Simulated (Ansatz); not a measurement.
# Where the screening charge sits on hcp metals

A metal screens a field with charge at its surface. How far outside the last atoms is its centre, and does that follow the layer spacing?

Set-up. Ansatz 0.2.0, plane waves with PAW datasets (its set soft_2), PBE. Slabs at bulk places and tabulated experimental lattice constants, with 18 Å of vacuum and a dipole correction, in outer fields E up to 0.1 V/Å of both signs; the induced dipole p gives the thickness p/(ε₀AE) of the equivalent perfect conductor, and half its excess over the distance between the outer atoms is the image plane of either face. The jellium edge lies half a layer spacing outside the last atoms.

Results:

| face | layers | layer spacing (Å) | image plane from the atoms (Å) | from the jellium edge (Å) | work function (eV) |
| --- | --- | --- | --- | --- | --- |
| Be(0001) | 5 | 1.79 | 1.44 | 0.55 | 5.31 |
| Mg(0001) | 5 | 2.61 | 1.93 | 0.62 | 3.73 |
| Sc(0001) | 6 | 2.64 | 2.61 | 1.29 | 3.65 |
| Ti(0001) | 5 | 2.34 | 2.31 | 1.14 | 4.42 |
| Co(0001) | 6 | 2.04 | 1.71 | 0.69 | 4.98 |
| Zn(0001) | 5 | 2.47 | 1.53 | 0.30 | 4.03 |
| Y(0001) | 5 | 2.87 | 2.73 | 1.30 | 3.37 |
| Zr(0001) | 6 | 2.57 | 2.43 | 1.15 | 4.19 |
| Ru(0001) | 9 | 2.14 | 1.81 | 0.74 | 5.07 |
| Cd(0001) | 6 | 2.81 | 1.68 | 0.28 | 3.84 |
| Hf(0001) | 9 | 2.53 | 2.40 | 1.13 | 4.36 |
| Re(0001) | 7 | 2.23 | 1.87 | 0.76 | 5.03 |
| Os(0001) | 7 | 2.16 | 1.77 | 0.69 | 5.37 |

**Reading.** The image plane lies 1.44 to 2.73 Å outside the last atoms, nearest on Be(0001) and farthest on Y(0001). A vacuum capacitor between two such faces has an electrical gap shorter than the distance between their atoms by the sum of these two lengths. Across the metals the distance follows the layer spacing loosely (correlation 0.61), though electron density and sp or d character change along with it. Counted from the jellium edge the plane lies +0.28 to +1.30 Å out.

**Limits.** The slabs are unrelaxed and thin; work functions of such slabs carry size errors of a tenth of an eV. The table is a selection: not every member that was run is listed.
